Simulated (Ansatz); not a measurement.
# Rb2LiVO4 (Cmc2_1): given cell or relaxed cell?

How far does the choice of cell move the gap? The case is Rb2LiVO4 (Cmc2_1).

Main program and level: Ansatz 0.2.0; r2SCAN, HSE06 and G0W0, plane waves, PAW.

**What was measured.**

- Gap 3.8 eV: optical gap from diffuse reflectance; UV-vis-NIR diffuse reflectance; powder (polycrystalline, solid-state reaction) (“Growth, Properties, and Theoretical Analysis of M2LiVO4 (M = Rb, Cs) Crystals: Two Potential Mid-Infrared Nonlinear Optical Materials”, 2017, pmc:5432528).

## Step 1: The structure

Symmetry: Cmc2_1, No. 36, orthorhombic system. The conventional cell has a = 5.879 Å, b = 11.701 Å, c = 7.933 Å, α = 90.00°, β = 90.00°, γ = 90.00°. Nearest to Rb lie 10 O at 2.88 to 3.57 Å and 3 Li at 3.18 to 3.60 Å and 1 V at 3.49 Å. Nearest to Rb lie 8 O at 2.89 to 3.24 Å and 1 Li at 3.11 Å. Li has 4 O at 1.89 to 2.06 Å nearest. Nearest to V lie 4 O at 1.71 to 1.72 Å. Nearest to O lie 1 V at 1.72 Å and 1 Li at 1.89 Å and 5 Rb at 3.02 to 3.57 Å. Nearest to O lie 1 V at 1.71 Å and 1 Li at 2.06 Å and 4 Rb at 2.88 to 3.06 Å. Farther neighbours and most contacts between anions are not listed.

The cell and positions come from the Crystallography Open Database and are kept as given unless a step says otherwise.

## Step 2: r2SCAN bands at the given cell

Levels along a band path, at the cheap level, show where the edges lie and whether the meshes to come will hold them.

This step: DFT, r2SCAN, plane waves, PAW; PAW set soft_1.

input.yaml

```yaml
crystal:
  lattice:
    - [2.9395, -5.8505, 0.0]
    - [2.9395, 5.8505, 0.0]
    - [0.0, 0.0, 7.933]
  atoms:
    - { symbol: Rb, position: [0.605, 0.395, 0.9488] }
    - { symbol: Rb, position: [0.395, 0.605, 0.4488] }
    - { symbol: Rb, position: [0.0617, 0.9383, 0.5932] }
    - { symbol: Rb, position: [0.9383, 0.0617, 0.0932] }
    - { symbol: Li, position: [0.1989, 0.8011, 0.1716] }
    - { symbol: Li, position: [0.8011, 0.1989, 0.6716] }
    - { symbol: V, position: [0.6905, 0.3095, 0.3894] }
    - { symbol: V, position: [0.3095, 0.6905, 0.8894] }
    - { symbol: O, position: [0.4087, 0.1191, 0.2817] }
    - { symbol: O, position: [0.5913, 0.8809, 0.7817] }
    - { symbol: O, position: [0.8809, 0.5913, 0.2817] }
    - { symbol: O, position: [0.1191, 0.4087, 0.7817] }
    - { symbol: O, position: [0.634, 0.366, 0.5887] }
    - { symbol: O, position: [0.366, 0.634, 0.0887] }
    - { symbol: O, position: [0.835, 0.165, 0.4236] }
    - { symbol: O, position: [0.165, 0.835, 0.9236] }
kpoints:
  mp_grid: { grid: [4, 4, 4] }
  band_path:
    path:
      - [[0.0, 0.0, 0.0], [-0.5, 0.5, 0.0], [-0.68688959, 0.31311041, 0.0]]
      - [[-0.31311041, -0.31311041, 0.0], [0.0, 0.0, 0.0], [0.0, 0.0, -0.5], [-0.31311041, -0.31311041, -0.5]]
      - [[-0.68688959, 0.31311041, -0.5], [-0.5, 0.5, -0.5], [-0.5, 0.5, 0.0]]
      - [[0.0, 0.0, 0.0], [-0.5, 0.0, 0.0], [-0.5, 0.0, -0.5], [0.0, 0.0, -0.5], [-0.5, 0.5, -0.5]]
    npoints: 10
hamiltonian:
  xc: r2scan
  pseudopotentials: { kind: paw, azcp: { folder: soft_1 } }
scf:
  occupations: { method: fermi_dirac, width: 0.02 }
  n_extra_bands: 9
output:
  eigenvalues: true
  forces: true
  stress: true
```

The run is started by

```
$ ansatz run input.yaml --threads 24 --pin off --max-ram 82944MiB --backend cuda --events-out ev --progress --plain --runs-dir out --devices 1 --max-vram 78GiB
```

Numbers of over 12 decimals in the logs are rounded to 6 here.

The log of the run:

```text
scf.n_extra_bands = 9 over 58 filled bands (N_el = 116.0): the run solves 67 bands
GPUs: using 1 of 1 available (devices: 1).
Engine: ansatz 0.2.0, aarch64-unknown-linux-gnu
Pseudopotentials: kind: paw
Pseudopotential: Rb, paw, valence charge 9, recommended cutoff 500 eV (meta_gga), soft_1/Rb.paw.azcp
Pseudopotential: Li, paw, valence charge 3, recommended cutoff 500 eV (meta_gga), soft_1/Li.paw.azcp
Pseudopotential: V, paw, valence charge 13, recommended cutoff 500 eV (meta_gga), soft_1/V.paw.azcp
Pseudopotential: O, paw, valence charge 6, recommended cutoff 500 eV (meta_gga), soft_1/O.paw.azcp
Functional definition: r2SCAN
  parameter k0 = 0.174
  parameter k1 = 0.065
  parameter a1 = 4.9479
  exchange = r2scan_x(k0 = k0, k1 = k1, a1 = a1)
  correlation = r2scan_c
device memory: the entry about to start is reckoned to put 16.6 GiB on a device that reports 180.7 GiB free (of which the cap on the GPU budget leaves the run 78.0 GiB)
GPU FFT provider: cuFFT
GPU libraries: cuBLAS 13.8.1, cuFFT 12.4.0, cuSOLVER 12.3.2
GPU matrix products: emulated (plane waves: as basis.precision tells), large ones in fixed point in workspaces of 1.00 GiB
Crystal: 16 atoms, lattice volume = 272.856 Å³
Basis set: ecut = 500 eV, 6919 PW (Γ), exchange–correlation on 192×192×240 points (64 copies of the dense FFT grid, shifted against one another)
Bands: 67, of which v1, the nominal top of the filled ones, is band 58 counted from 1 (57 counted from 0)
Symmetry: 4 space group operations
Space group: Cmc21 (ITA 36), of the structure as read, at distance tolerance 6.5e-5 Å
k-points: 21 of 64 (time reversal used)
Non-local potential: Rb, projectors of the file, l = 0: 3, l = 1: 2, l = 2: 2
Non-local potential: Li, projectors of the file, l = 0: 3, l = 1: 2, l = 2: 1
Non-local potential: V, projectors of the file, l = 0: 3, l = 1: 2, l = 2: 3, l = 3: 1
Non-local potential: O, projectors of the file, l = 0: 2, l = 1: 2, l = 2: 1
PAW form: soft (Blöchl's): semilocal exchange-correlation on the pseudo side does not see the compensation charge
PAW frozen core: Rb, regenerated for the run's functional (the file was generated under x = pbe(κ = 0.804, μ = 0.219515), c = pbe(β = 0.066725))
PAW frozen core: V, regenerated for the run's functional (the file was generated under x = pbe(κ = 0.804, μ = 0.219515), c = pbe(β = 0.066725))
PAW frozen core: O, regenerated for the run's functional (the file was generated under x = pbe(κ = 0.804, μ = 0.219515), c = pbe(β = 0.066725))
PAW one-centre angular grid: Rb, 302 points (default); XC on 160 Gauss nodes
PAW one-centre angular grid: Li, 302 points (default); XC on 295 of its mesh's 2161 points in the sphere
PAW one-centre angular grid: V, 590 points (default); XC on 160 Gauss nodes
[...]
SCF iter  10: F=—  HF=-23923.295583 eV  |F-HF|=—  |Δ(HF+E_count)|=   8.79e-7  Δρ=3.14e-5  dr2=2.42e-6  dr2_τ=2.15e-7  ethr=1.47e-9  ⟨swp⟩=2.0  Hψ=2226  notcnv=0  defer=105
SCF iter  11: F=-23923.295583 eV  HF=-23923.295583 eV  |F-HF|=2.01e-8  |Δ(HF+E_count)|=   3.99e-7  Δρ=4.29e-6  dr2=4.89e-8  dr2_τ=4.45e-9  ethr=8.62e-11  ⟨swp⟩=10.5  Hψ=7460  notcnv=0
SCF 1 converged in 11 iterations: F = -23923.295583 eV  dr2 = 4.89e-8
[...]
device memory: the entry about to start is reckoned to put 21.2 GiB on a device that reports 174.4 GiB free (of which the cap on the GPU budget leaves the run 78.0 GiB)
NSCF: frozen V_eff on 114 k-points, pencils in batches of 32, up to order 296
SCF converged after 11 iterations
Free energy (F): -23923.295583 eV
Harris-Foulkes:  -23923.295583 eV  (|F-HF|=2.01e-8)
Internal energy: -23923.295583 eV  (E = F + TS)
E sigma→0 (E₀):  -23923.295583 eV
Fermi energy:    5.838251 eV
--- Per-component energies (eV) ---
  E_band       = -1238.232464
  E_kinetic    = 2707.263288
  E_local      = -9935.603566  (includes V_loc(G=0)·N_el)
  E_nonlocal   = 1275.458305
  E_hartree    = 3674.445653
  E_xc         = -1285.435996
  E_vxc        = -1745.593817  (∫ρ·V_xc dr)
  E_paw        = -14186.847653  (= ΣΔE_a)
  E_vpaw       = -999.154529  (= ΣTr[D̂ρ^β])
  E_aug_tail   = 0.003717  (compensation charges beyond the density's cutoff)
  E_vtau       = 110.506663  (kinetic-family band-sum trace: ∫τ·v_τ [+ j·A + Jᵃ·Aᵃ] dr)
  E_ewald      = -6171.204530
  E_core_change = -1.374801  (= ΣΔE_core)
  E_smearing   = -0.000000  (= −TS)
  E_closure    = 0.000000  (closes the sum)
  Σ components = -23923.295583   (vs F -23923.295583, Δ=0.00e0)
--- Forces (eV/Å), atoms counted from 1 ---
  atom   1  Rb    -0.00000000     0.01014907     0.01458944
  atom   2  Rb     0.00000000    -0.01014907     0.01458944
  atom   3  Rb     0.00000000    -0.01547318    -0.03275485
  atom   4  Rb    -0.00000000     0.01547318    -0.03275485
  atom   5  Li     0.00000000    -0.08193896    -0.02027468
  atom   6  Li    -0.00000000     0.08193896    -0.02027468
  atom   7  V     -0.00000000     0.37786996    -0.08834471
  atom   8  V      0.00000000    -0.37786996    -0.08834471
[...]
atom  13  O      0.00000000    -0.04196887    -0.03524982
  atom  14  O     -0.00000000     0.04196887    -0.03524982
  atom  15  O      0.00000000    -0.20765728    -0.02924923
  atom  16  O     -0.00000000     0.20765728    -0.02924923
  max |Σ_I F_I| component: 1.57e-4 eV/Å
--- Stress (GPa, compression-positive) ---
       -0.648512       0.000000       0.000000
        0.000000      -0.074196       0.000000
        0.000000       0.000000      -1.092645
  P = ⅓ Tr σ = -0.6051 GPa (-6.051 kbar)
--- Band table (eV; the first three rows and the last of 21) ---
  k-point 0: bands = [... 54 lower, 3.4104, 3.4772, 3.5508, 3.6207, 8.1488, 8.1635, 8.1745, 8.2406, ... 5 higher]
  k-point 1: bands = [... 54 lower, 3.3566, 3.4302, 3.5868, 3.6184, 8.1612, 8.1689, 8.1936, 8.2392, ... 5 higher]
  k-point 2: bands = [... 54 lower, 3.3487, 3.3487, 3.6133, 3.6133, 8.1737, 8.1737, 8.2251, 8.2251, ... 5 higher]
  k-point 20: bands = [... 54 lower, 3.3476, 3.3476, 3.5704, 3.5704, 8.1808, 8.1808, 8.2467, 8.2467, ... 5 higher]
```

It took 3.1 s on 1 × NVIDIA GB200 (shared by 2 runs) with 24 threads of Arm Neoverse V2, shared host; peak memory 1.3 GiB; 17 s of CPU time.

Reading the cycles: dr2 is the Hartree energy of the density residual (eV), the measure of convergence; HF is the Harris–Foulkes estimate of the energy, which meets the free energy F at convergence.

Numbers from this step:

```yaml
pressure: -0.6051 GPa
filled_bands: 58
gap: 4.354 eV
valence_top_at: Y
conduction_bottom_at: S
least_direct_gap: 4.427 eV
```

The gap is indirect, with the least direct gap 0.07 eV higher.

## Step 3: Relaxing cell and ions

Gaps follow bond lengths, so the structure is brought to rest first.

input.yaml, the sections that differ from step 2:

```yaml
kpoints:
  mp_grid: { grid: [4, 4, 4] }
scf:
  occupations: { method: fermi_dirac, width: 0.02 }
relax:
  f_tol: 0.01
  max_steps: 60
  cell: {}
# crystal, hamiltonian: as in step 2
# output: removed
```

The log of the run:

```text
[...]
GPUs: using 1 of 1 available (devices: 1).
[...]
Crystal: 16 atoms, lattice volume = 272.856 Å³
Basis set: ecut = 500 eV, 6919 PW (Γ), exchange–correlation on 192×192×240 points (64 copies of the dense FFT grid, shifted against one another)
Bands: 74, of which v1, the nominal top of the filled ones, is band 58 counted from 1 (57 counted from 0)
Symmetry: 4 space group operations
[...]
k-points: 21 of 64 (time reversal used)
[...]
SCF iter   1: F=—  HF=-23923.187912 eV  |F-HF|=—  |Δ(HF+E_count)|=         —  Δρ=4.32e-2  dr2=4.71e0  dr2_τ=5.54e-1  ethr=3.10e-3  ⟨swp⟩=6.1  Hψ=5812  notcnv=0  defer=18
[...]
SCF iter   3: F=—  HF=-23923.321592 eV  |F-HF|=—  |Δ(HF+E_count)|=   1.66e-1  Δρ=1.06e-2  dr2=3.82e-1  dr2_τ=2.07e-2  ethr=1.28e-3  ⟨swp⟩=2.0  Hψ=2394  notcnv=0  defer=147
automatic band count: iteration 3 solves 69 bands in place of 74: the levels show a gap, and the empty bands left out lie too high to hold charge; the band table lists the bands solved (type scf.n_extra_bands for more)
[...]
SCF 1 converged in 11 iterations: F = -23923.295583 eV  dr2 = 2.41e-8
[...]
relax step   1: F+E_penalty+E_count = -23923.29558269 eV  Δ(F+E_penalty+E_count) = +0.000e0 eV  max|allowed force component| = 3.779e-1 eV/Å  Δτ_max = 0.0000 Å  P = -0.605 GPa  Ω = 272.856 Å³  (11 SCF iters, dr2 threshold 1.00e-7 eV, accepted)
[...]
relax step   2: F+E_penalty+E_count = -23923.31435424 eV  Δ(F+E_penalty+E_count) = -1.877e-2 eV  max|allowed force component| = 1.058e-1 eV/Å  Δτ_max = 0.0289 Å  P = -0.113 GPa  Ω = 269.382 Å³  energy of the carried Pulay correction = +1.539e-3 eV  (7 SCF iters, dr2 threshold 1.60e-6 eV, accepted)
[...]
relax step   4: F+E_penalty+E_count = -23923.31809319 eV  Δ(F+E_penalty+E_count) = -7.600e-4 eV  max|allowed force component| = 2.274e-2 eV/Å  Δτ_max = 0.0112 Å  P = +0.020 GPa  Ω = 269.448 Å³  energy of the carried Pulay correction = +1.510e-3 eV  (7 SCF iters, dr2 threshold 1.06e-7 eV, accepted)
[...]
relax step   6: F+E_penalty+E_count = -23923.31685793 eV  Δ(F+E_penalty+E_count) = +1.432e-3 eV  max|allowed force component| = 3.483e-3 eV/Å  Δτ_max = 0.0000 Å  P = +0.004 GPa  Ω = 269.492 Å³  stress off target by 2.28e-2 GPa  SCF on the basis re-selected at this cell (its energy is not comparable with the rows above)  (6 SCF iters)
[...]
P = ⅓ Tr σ = 0.0037 GPa (0.037 kbar)
--- Band table (eV; the first three rows and the last of 21) ---
  k-point 0: bands = [... 54 lower, 3.5172, 3.5800, 3.6138, 3.6931, 8.2551, 8.2551, 8.2975, 8.3750]
  k-point 1: bands = [... 54 lower, 3.4493, 3.5269, 3.6621, 3.6941, 8.2617, 8.2635, 8.3184, 8.3720]
  k-point 2: bands = [... 54 lower, 3.4380, 3.4380, 3.6916, 3.6916, 8.2702, 8.2702, 8.3541, 8.3541]
  k-point 20: bands = [... 54 lower, 3.4428, 3.4428, 3.6404, 3.6404, 8.2744, 8.2744, 8.3756, 8.3756]
--- Relaxed structure (5 steps of the walk, 5 accepted, 1 SCFs on fresh bases) ---
  F+E_penalty+E_count = -23923.31685793 eV   max|allowed force component| = 3.483e-3 eV/Å   (the final SCF, on the basis selected at the relaxed cell)
  cell:  # Å, volume = 269.4921 Å³
    - [2.927150, -5.847311, 0]
    - [2.927150, 5.847311, 0]
    - [0, 0, 7.872540]
  atoms:
    - { symbol: Rb, position: [0.604828, 0.395172, 0.950022] }
    - { symbol: Rb, position: [0.395172, 0.604828, 0.450022] }
    - { symbol: Rb, position: [0.061755, 0.938245, 0.590115] }
    - { symbol: Rb, position: [0.938245, 0.061755, 0.090115] }
    - { symbol: Li, position: [0.201069, 0.798931, 0.171281] }
    - { symbol: Li, position: [0.798931, 0.201069, 0.671281] }
    - { symbol: V, position: [0.690731, 0.309269, 0.389254] }
    - { symbol: V, position: [0.309269, 0.690731, 0.889254] }
    - { symbol: O, position: [0.407577, 0.115162, 0.282748] }
    - { symbol: O, position: [0.592423, 0.884838, 0.782748] }
    - { symbol: O, position: [0.884838, 0.592423, 0.282748] }
    - { symbol: O, position: [0.115162, 0.407577, 0.782748] }
    - { symbol: O, position: [0.634504, 0.365496, 0.590002] }
    - { symbol: O, position: [0.365496, 0.634504, 0.090002] }
    - { symbol: O, position: [0.835911, 0.164089, 0.422530] }
    - { symbol: O, position: [0.164089, 0.835911, 0.922530] }
```

The job ended after 4.9 s (1 × NVIDIA GB200 (shared by 2 runs) with 24 threads; peak memory 1.1 GiB; 39 s of CPU time).

Step by step:

| step | energy less that of the first step (eV) | largest force component (eV/Å) | pressure (GPa) | volume (Å³) |
| --- | --- | --- | --- | --- |
| 1 | 0.0000 | 0.3779 | -0.61 | 272.86 |
| 2 | -0.0188 | 0.1058 | -0.11 | 269.38 |
| 3 | -0.0217 | 0.0413 | -0.01 | 269.74 |
| 4 | -0.0225 | 0.0227 | 0.02 | 269.45 |
| 5 | -0.0227 | 0.0036 | 0.00 | 269.49 |
| 6 | -0.0213 | 0.0035 | 0.00 | 269.49 |

The log counts 1 steps on a newly chosen plane-wave basis, not all of them marked here; energy and pressure can jump at such steps.

Forces are held to the 4 operations that the run works with; a distortion that breaks them can't arise in this run.

| conventional cell, symmetrised | before | after | change |
| --- | --- | --- | --- |
| a (Å) | 5.879 | 5.854 | -0.4 % |
| b (Å) | 11.701 | 11.695 | -0.1 % |
| c (Å) | 7.933 | 7.873 | -0.8 % |
| volume (Å³/atom) | 17.05 | 16.84 | -1.2 % |

The atoms that moved most (Å, as changes of fractional coordinates times the final cell):

| atom | dx | dy | dz | length |
| --- | --- | --- | --- | --- |
| Li6 | 0.000 | 0.025 | -0.003 | 0.025 |
| Li5 | 0.000 | -0.025 | -0.003 | 0.025 |
| Rb3 | 0.000 | -0.001 | -0.024 | 0.024 |
| Rb4 | 0.000 | 0.001 | -0.024 | 0.024 |
| O12 | -0.015 | 0.016 | 0.008 | 0.024 |
| O9 | -0.015 | -0.016 | 0.008 | 0.024 |
| O10 | 0.015 | 0.016 | 0.008 | 0.024 |
| O11 | 0.015 | -0.016 | 0.008 | 0.024 |

## Step 4: r2SCAN at the relaxed cell

input.yaml

```yaml
crystal:
  lattice:
    - [2.9271502974, -5.8473110039, 0.0]
    - [2.9271502974, 5.8473110039, 0.0]
    - [0.0, 0.0, 7.8725401419]
  atoms:
    - { symbol: Rb, position: [0.604827885, 0.395172115, 0.9500220966] }
    - { symbol: Rb, position: [0.395172115, 0.604827885, 0.4500220966] }
    - { symbol: Rb, position: [0.061755282, 0.938244718, 0.5901146234] }
    - { symbol: Rb, position: [0.938244718, 0.061755282, 0.0901146234] }
    - { symbol: Li, position: [0.2010688921, 0.7989311079, 0.1712807988] }
    - { symbol: Li, position: [0.7989311079, 0.2010688921, 0.6712807988] }
    - { symbol: V, position: [0.6907308404, 0.3092691596, 0.389254231] }
    - { symbol: V, position: [0.3092691596, 0.6907308404, 0.889254231] }
    - { symbol: O, position: [0.4075765761, 0.1151624225, 0.2827479534] }
    - { symbol: O, position: [0.5924234239, 0.8848375775, 0.7827479534] }
    - { symbol: O, position: [0.8848375775, 0.5924234239, 0.2827479534] }
    - { symbol: O, position: [0.1151624225, 0.4075765761, 0.7827479534] }
    - { symbol: O, position: [0.634503841, 0.365496159, 0.5900018493] }
    - { symbol: O, position: [0.365496159, 0.634503841, 0.0900018493] }
    - { symbol: O, position: [0.8359111761, 0.1640888239, 0.4225304941] }
    - { symbol: O, position: [0.1640888239, 0.8359111761, 0.9225304941] }
kpoints:
  mp_grid: { grid: [4, 4, 4] }
  band_path:
    path:
      - [[0.0, 0.0, 0.0], [-0.5, 0.5, 0.0], [-0.68688959, 0.31311041, 0.0]]
      - [[-0.31311041, -0.31311041, 0.0], [0.0, 0.0, 0.0], [0.0, 0.0, -0.5], [-0.31311041, -0.31311041, -0.5]]
      - [[-0.68688959, 0.31311041, -0.5], [-0.5, 0.5, -0.5], [-0.5, 0.5, 0.0]]
      - [[0.0, 0.0, 0.0], [-0.5, 0.0, 0.0], [-0.5, 0.0, -0.5], [0.0, 0.0, -0.5], [-0.5, 0.5, -0.5]]
    npoints: 10
hamiltonian:
  xc: r2scan
  pseudopotentials: { kind: paw, azcp: { folder: soft_1 } }
scf:
  occupations: { method: fermi_dirac, width: 0.02 }
  n_extra_bands: 9
output:
  eigenvalues: true
  forces: true
  stress: true
```

The log of the run:

```text
[...]
GPUs: using 1 of 1 available (devices: 1).
[...]
GPU FFT provider: cuFFT
GPU libraries: cuBLAS 13.8.1, cuFFT 12.4.0, cuSOLVER 12.3.2
[...]
Crystal: 16 atoms, lattice volume = 269.492 Å³
Basis set: ecut = 500 eV, 6843 PW (Γ), exchange–correlation on 192×192×240 points (64 copies of the dense FFT grid, shifted against one another)
[...]
k-point 0: bands = [... 54 lower, 3.5173, 3.5800, 3.6138, 3.6931, 8.2551, 8.2551, 8.2975, 8.3749, ... 5 higher]
  k-point 1: bands = [... 54 lower, 3.4493, 3.5269, 3.6621, 3.6941, 8.2617, 8.2635, 8.3184, 8.3720, ... 5 higher]
  k-point 2: bands = [... 54 lower, 3.4380, 3.4380, 3.6917, 3.6917, 8.2702, 8.2702, 8.3541, 8.3541, ... 5 higher]
  k-point 20: bands = [... 54 lower, 3.4429, 3.4429, 3.6405, 3.6405, 8.2744, 8.2744, 8.3756, 8.3756, ... 5 higher]
[key lines of the parts left out:]
SCF converged after 11 iterations
Free energy (F): -23923.316858 eV
Fermi energy:    5.934688 eV
P = ⅓ Tr σ = 0.0037 GPa (0.037 kbar)
```

It took 2.6 s on 1 × NVIDIA GB200 (shared by 2 runs) with 24 threads; peak memory 1.2 GiB.

This step gave:

```
pressure             : 0.003747 GPa
gap                  : 4.402 eV
valence top at       : Y
conduction bottom at : S
least direct gap     : 4.452 eV
```

The gap is indirect, with the least direct gap 0.05 eV higher.

[end of part 1 of 2]

[Paths, hosts, dates, memory and timing lines, banners, echoed tables and standing remarks are left out of the program output.]

[Logs are printed without paths, hosts, clocks, repeated set-up lines and the standing remarks that a program may print on its own settings, such as how far it seeks lower states.]

[Runs of the session that timed out or met a known fault of the program may be left out.]

[Cells called generated may have been cut or substituted from an entry of the Crystallography Open Database or the Materials Project.]

[Hosts, paths, dates, database ids (printed as entryN), source tags and the programs' standing remarks are cut or masked in the printed files.]
